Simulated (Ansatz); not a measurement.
# O on Cu(111): change of the work function, part 3 of 3

Aim: the work function of Cu(111) at several coverages of O (fcc site), and the dipole that each adsorbate carries.

Ansatz 0.2.0; plane-wave DFT, PBE, Ansatz PAW.

So far, work function, upper face (eV): step 2 (the clean slab) 4.79; step 3 (17 atoms, coverage 0.25 ML, cell 2x2) 5.72.

### Step 4. Adsorbate added, k-mesh 12×12×1, coverage 1 ML

System of this step: Cu4O (O/Cu(111)). The cell holds 5 atoms: 4 Cu and 1 O. Cell: a = 2.553 Å, b = 2.553 Å, c = 25.662 Å, α = 90.0°, β = 90.0°, γ = 60.0°. Vacuum lies along c.

Another coverage, to see how the dipoles act on each other as their distance changes.

The input, input.yaml:

```yaml
crystal:
  lattice:
    - [2.5526554801, 0.0, 0.0]
    - [1.27632774, 2.2106644929, 0.0]
    - [0.0, 0.0, 25.6623614222]
  atoms:
    - { symbol: Cu, position: [0.0, 0.0, 0.3507081773] }
    - { symbol: Cu, position: [0.3333333333, 0.3333333333, 0.431925741] }
    - { symbol: Cu, position: [0.6666666667, 0.6666666667, 0.5131433046] }
    - { symbol: Cu, position: [0.0, 0.0, 0.5943608683] }
    - { symbol: O, position: [0.3333333333, 0.3333333333, 0.6492918227] }
kpoints:
  mp_grid: { grid: [12, 12, 1] }
hamiltonian:
  xc: pbe
scf:
  occupations: { method: fermi_dirac, width: 0.1 }
  convergence: { dr2_threshold: 1.0e-08 }
efield:
  axis: 3
  dipole_correction: true
  ramp_position: 0.97
  ramp_width: 0.06
relax:
  f_tol: 0.02
  max_steps: 60
  constraints: [{ sites: [0, 1] }]
output:
  write_potential: true
  write_density: true
  volumetric_format: npy
```

Command:

```sh
ansatz run input.yaml --threads 4 --pin off --max-ram 6144MiB --backend cpu --events-out ev --progress --plain --runs-dir out
```

Numbers of over 12 decimals in the logs are rounded to 6 here.

Log:

```text
[...]
Crystal: 5 atoms, lattice volume = 144.814 Å³
Basis set: ecut = 420 eV, 2887 PW (Γ), exchange–correlation on 36×36×360 points (8 copies of the dense FFT grid, shifted against one another)
Bands: 50, of which v1, the nominal top of the filled ones, is band 41 counted from 1 (40 counted from 0)
Symmetry: 6 space group operations
[...]
k-points: 19 of 144 (time reversal used)
[...]
SCF iter   1: F=—  HF=-27064.275989 eV  |F-HF|=—  |Δ(HF+E_count)|=         —  Δρ=5.73e-3  dr2=4.73e-1  ethr=1.77e-3  p=-0.125 e·Å  D=-1.57e-1 V/Å  ΔV_dip=4.02 eV  dr2_dipole=1.63e-1  V_vac-E_F(+/−)=8.89/4.87 eV  ⟨swp⟩=10.3  Hψ=4687  notcnv=0  defer=22
[...]
SCF iter  14: F=-27064.275262 eV  HF=-27064.275262 eV  |F-HF|=1.53e-8  |Δ(HF+E_count)|=   4.94e-9  Δρ=9.75e-7  dr2=1.48e-9  ethr=1.22e-11  p=-0.116 e·Å  D=-1.45e-1 V/Å  ΔV_dip=3.73 eV  dr2_dipole=8.43e-11  V_vac-E_F(+/−)=8.61/4.88 eV  ⟨swp⟩=9.3  Hψ=6221  notcnv=0
SCF 1 converged in 14 iterations: F = -27064.275262 eV  dr2 = 1.48e-9
[...]
relax step   1: F+E_penalty+E_count = -27064.27526244 eV  Δ(F+E_penalty+E_count) = +0.000e0 eV  max|allowed force component| = 1.675e0 eV/Å  Δτ_max = 0.0000 Å  (14 SCF iters, accepted)
[...]
SCF iter  13: F=-27064.358986 eV  HF=-27064.358986 eV  |F-HF|=7.09e-9  |Δ(HF+E_count)|=   7.90e-9  Δρ=5.87e-7  dr2=3.79e-10  ethr=1.22e-11  p=-0.114 e·Å  D=-1.42e-1 V/Å  ΔV_dip=3.64 eV  dr2_dipole=5.57e-12  V_vac-E_F(+/−)=8.53/4.88 eV  ⟨swp⟩=9.5  Hψ=6336  notcnv=0
SCF 2 converged in 13 iterations: F = -27064.358986 eV  dr2 = 3.79e-10
relax step   2: F+E_penalty+E_count = -27064.35898562 eV  Δ(F+E_penalty+E_count) = -8.372e-2 eV  max|allowed force component| = 1.379e0 eV/Å  Δτ_max = 0.0418 Å  (13 SCF iters, accepted)
[...]
SCF iter  15: F=-27064.453563 eV  HF=-27064.453563 eV  |F-HF|=1.35e-7  |Δ(HF+E_count)|=   8.63e-8  Δρ=1.82e-6  dr2=9.61e-9  ethr=1.22e-11  p=-0.097 e·Å  D=-1.21e-1 V/Å  ΔV_dip=3.10 eV  dr2_dipole=2.37e-9  V_vac-E_F(+/−)=7.97/4.87 eV  ⟨swp⟩=8.9  Hψ=6996  notcnv=0
SCF 3 converged in 15 iterations: F = -27064.453563 eV  dr2 = 9.61e-9
relax step   3: F+E_penalty+E_count = -27064.45356348 eV  Δ(F+E_penalty+E_count) = -9.458e-2 eV  max|allowed force component| = 7.838e-1 eV/Å  Δτ_max = 0.1825 Å  (15 SCF iters, accepted)
[...]
relax step   4: F+E_penalty+E_count = -27064.47996518 eV  Δ(F+E_penalty+E_count) = -2.640e-2 eV  max|allowed force component| = 6.174e-2 eV/Å  Δτ_max = 0.0668 Å  (14 SCF iters, accepted)
SCF iter   1: F=—  HF=-27064.480261 eV  |F-HF|=—  |Δ(HF+E_count)|=         —  Δρ=7.72e-4  dr2=7.26e-4  ethr=8.88e-6  p=-0.103 e·Å  D=-1.29e-1 V/Å  ΔV_dip=3.32 eV  dr2_dipole=2.77e-5  V_vac-E_F(+/−)=8.19/4.88 eV  ⟨swp⟩=2.0  Hψ=1825  notcnv=0  defer=35
[...]
SCF iter  11: F=-27064.480166 eV  HF=-27064.480166 eV  |F-HF|=5.86e-8  |Δ(HF+E_count)|=   1.42e-8  Δρ=1.70e-6  dr2=6.96e-9  ethr=1.22e-11  p=-0.103 e·Å  D=-1.29e-1 V/Å  ΔV_dip=3.30 eV  dr2_dipole=1.59e-9  V_vac-E_F(+/−)=8.18/4.88 eV  ⟨swp⟩=8.7  Hψ=7020  notcnv=0
SCF 5 converged in 11 iterations: F = -27064.480166 eV  dr2 = 6.96e-9
relax step   5: F+E_penalty+E_count = -27064.48016612 eV  Δ(F+E_penalty+E_count) = -2.009e-4 eV  max|allowed force component| = 5.205e-4 eV/Å  Δτ_max = 0.0041 Å  (11 SCF iters, accepted)
[...]
WARN: The output density's exchange-correlation potential varies sharply where the density is thin. Do not read a vacuum level from v_tot or v_xc, or from such a field of the output density. On a cell that repeats whose density bears no net charge and no dipole along the vacuum's axis use v_es (v_loc + v_h of the components); under efield.dipole_correction with no amplitude use v_es + v_field, which holds any externa [...]
SCF converged after 11 iterations
Free energy (F): -27064.480166 eV
[...]
Internal energy: -27064.333251 eV  (E = F + TS)
E sigma→0 (E₀):  -27064.406709 eV
Entropy (-TS):   -0.146915 eV (-29.383 meV/atom)
Fermi energy:    1.671605 eV
Dipole field:    D = -0.128545 V/Å  (p = -0.102874 e·Å, saw-weighted, corrected)
Work function:   Φ+ = 8.1765 eV   Φ− = 4.8777 eV
[...]
--- Forces (eV/Å), atoms counted from 1 ---
  atom   1  Cu    -0.00000000     0.00000000    -0.02962755
  atom   2  Cu     0.00000000    -0.00000000     0.03040680
  atom   3  Cu     0.00000000     0.00000000    -0.00028501
  atom   4  Cu    -0.00000000     0.00000000     0.00001593
  atom   5  O      0.00000000    -0.00000000    -0.00052052
  max |Σ_I F_I| component: 1.03e-5 eV/Å
--- Band table (eV; the first three rows and the last of 19) ---
  k-point 0: bands = [... 37 lower, -0.2243, -0.0387, 0.1012, 0.1012, 1.0781, 2.2543, 2.2543, 5.9789, ... 5 higher]
  k-point 1: bands = [... 37 lower, -0.2226, -0.1065, 0.1022, 0.2258, 1.5914, 2.0072, 2.2275, 6.1519, ... 5 higher]
  k-point 2: bands = [... 37 lower, -0.2239, -0.1361, 0.1039, 0.6414, 1.6088, 2.1481, 2.6334, 6.6527, ... 5 higher]
  k-point 18: bands = [... 37 lower, 0.0332, 0.5405, 1.5103, 5.0879, 5.4131, 5.6703, 6.3146, 6.8906, ... 5 higher]
--- Relaxed structure (5 steps of the walk, 5 accepted, 0 SCFs on fresh bases) ---
  F+E_penalty+E_count = -27064.48016612 eV   max|allowed force component| = 5.205e-4 eV/Å
  atoms:
[...]
- { symbol: Cu, position: [0.333333, 0.333333, 0.431925741] }
    - { symbol: Cu, position: [0.666667, 0.666667, 0.513473] }
[...]
- { symbol: O, position: [0.333333, 0.333333, 0.642993] }
```

Wall time 20 s (4 threads of Arm Neoverse V2, shared host); peak memory 0.49 GiB.

Step by step:

```csv
step,energy less that of the first step (eV),largest force component (eV/Å)
1,0.0000,1.6755
2,-0.0837,1.3785
3,-0.1783,0.7838
4,-0.2047,0.0617
5,-0.2049,0.0005
```

The run keeps the 6 symmetry operations that it works with, so distortions that break them were not tested.

The atoms that moved most (Å):

```csv
atom,dx,dy,dz,length
O5,0.000,0.000,-0.162,0.162
Cu4,0.000,0.000,0.063,0.063
Cu3,0.000,0.000,0.008,0.008
```

The relaxed structure:

```xyz
5
Lattice="2.5527 0.0000 0.0000 1.2763 2.2107 0.0000 0.0000 0.0000 25.6624" Properties=species:S:1:pos:R:3
Cu    0.0000    0.0000    9.0000
Cu    1.2763    0.7369   11.0842
Cu    2.5527    1.4738   13.1769
Cu    0.0000    0.0000   15.3153
O     1.2763    0.7369   16.5007
```

Numbers from this step:

| Quantity | Value |
| --- | --- |
| energy at zero smearing | -27064.4067 eV |
| work function, upper face | 8.176 eV |
| work function, lower face | 4.878 eV |
| dipole along the normal | -0.1029 e·Å |
| step between the vacuum levels | 3.299 eV |

Running mean over 2.084 Å of the planar mean; the ramp of the sawtooth is left out. The electron's electrostatic potential energy less the Fermi level by z:

```csv
z (Å),electron's electrostatic potential energy less the Fermi level (eV)
3.0,4.88
3.5,4.88
4.0,4.88
4.5,4.88
5.0,4.87
5.5,4.86
6.0,4.82
6.5,4.69
7.0,4.20
7.5,2.09
8.0,-2.65
8.5,-7.00
9.0,-8.45
9.5,-8.66
10.0,-8.72
10.5,-8.77
11.0,-8.80
11.5,-8.75
12.0,-8.69
12.5,-8.70
13.0,-8.76
13.5,-8.70
14.0,-8.50
14.5,-8.67
15.0,-9.44
15.5,-11.2
16.0,-10.2
16.5,-4.64
17.0,0.426
17.5,4.32
18.0,7.32
18.5,8.07
19.0,8.16
19.5,8.17
20.0,8.18
20.5,8.18
21.0,8.18
21.5,8.18
22.0,8.18
22.5,8.18
```

The relaxation took 5 steps and lowered the energy by 0.20 eV; the largest force on the free atoms ends at 5.2e-4 eV/Å.

The covered face has 8.18 eV, +3.39 eV against the clean one; the bare back face has moved by +0.09 eV, a measure of how thin the slab is.

### Step 5. Work function against coverage

This step: plane-wave DFT, PBE, Ansatz PAW; work function against coverage (Ansatz 0.2.0).

The runs are now put side by side.

Numbers from this step:

```yaml
work_function_of_the_clean_face: 4.786 eV
largest_change_of_the_work_function: 3.391 eV
```

The work function of the covered face by coverage:

```csv
coverage (adsorbates/nm²),work function of the covered face (eV)
0.00,4.79
4.43,5.72
17.72,8.18
```

The dipole per adsorbate comes from the change of the cell's dipole. Coverage, by row:

```csv
coverage (1/nm²),coverage (ML),work function (eV),change (eV),"dipole per adsorbate, positive end outwards (debye)",mean height of the added atoms over the highest substrate atom (Å)
4.43,0.25,5.723,0.9367,-0.547,1.101
17.72,1,8.176,3.391,-0.494,1.185
```

### Step 6. Results

```yaml
work_function_of_the_clean_face: 4.79 eV
work_function_at_0p25_ml: 5.72 eV
work_function_at_1_ml: 8.18 eV
dipole_per_adsorbate_at_0p25_ml_positive_end_outwards: -0.55 D
```

**Reading.** O raises the work function of Cu(111) at the lowest coverage, by 0.94 eV: the adsorbate layer has its negative end outwards. The slab has 4 layers, at the tabulated experimental lattice constant, one starting site was run, and quantum-size effects of a slab this thin can reach one or two tenths of an eV.

[Logs are printed without paths, hosts, clocks, repeated set-up lines and the standing remarks that a program may print on its own settings, such as how far it seeks lower states.]

[Hosts, paths, dates, database ids (printed as entryN), source tags and the programs' standing remarks are cut or masked in the printed files.]

[Maps of the electrostatic potential energy from Ansatz leave out the sawtooth potential of an applied field or a dipole correction, so their vacuum need not be flat; planar profiles and work functions include it.]
